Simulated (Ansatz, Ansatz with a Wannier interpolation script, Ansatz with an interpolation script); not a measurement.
An input for Ansatz 0.2.0 (SiO2 (P3_221)):

```yaml
crystal:
  lattice:
    - [4.9163599976, 0.0, 0.0]
    - [-2.4581799988, 4.2576926521, 0.0]
    - [0.0, 0.0, 5.4084]
  atoms:
    - { symbol: Si, position: [0.4696008421, 0.0, 0.6666666667] }
    - { symbol: Si, position: [0.0, 0.4696008421, 0.3333333333] }
    - { symbol: Si, position: [0.5303991579, 0.5303991579, 0.0] }
    - { symbol: O, position: [0.4133646113, 0.2680116513, 0.7853017312] }
    - { symbol: O, position: [0.7319883487, 0.1453529599, 0.4519683979] }
    - { symbol: O, position: [0.8546470401, 0.5866353887, 0.1186350645] }
    - { symbol: O, position: [0.2680116513, 0.4133646113, 0.2146982688] }
    - { symbol: O, position: [0.1453529599, 0.7319883487, 0.5480316021] }
    - { symbol: O, position: [0.5866353887, 0.8546470401, 0.8813649355] }
kpoints:
  mp_grid: { grid: [6, 6, 4] }
hamiltonian:
  xc: lda
scf:
  occupations: { method: fixed }
gw:
  n_empty_bands: 520
  ecut_chi: 160.0
  qp_bands: [v18, c3]
  screening: { model: contour_deformation }
```

```sh
ansatz run input.yaml --threads 16 --pin off --max-ram 64512MiB --backend cuda --events-out ev --progress --plain --runs-dir out --devices 1 --max-vram 78GiB
```

Estimate wall time and host memory on 1 × NVIDIA GB200 (shared by 2 runs) with 16 threads of Arm Neoverse V2, shared host.

It took 87 s; on shared hardware allow 43 s to 2.9 min. Peak host memory was 4.4 GiB. The sizes that set the cost: 2209 plane waves a state, 24 irreducible k points, 544 bands summed, 527 plane waves in the screening and 6 SCF cycles.

The screening grows as filled bands × empty bands × pairs of k points, times the square of the screening basis for the matrix.

[Paths, hosts, dates, memory and timing lines, banners, echoed tables and standing remarks are left out of the program output.]

[Logs are printed without paths, hosts, clocks, repeated set-up lines and the standing remarks that a program may print on its own settings, such as how far it seeks lower states.]

[Runs of the session that timed out or met a known fault of the program may be left out.]

[Hosts, paths, dates, database ids (printed as entryN), source tags and the programs' standing remarks are cut or masked in the printed files.]
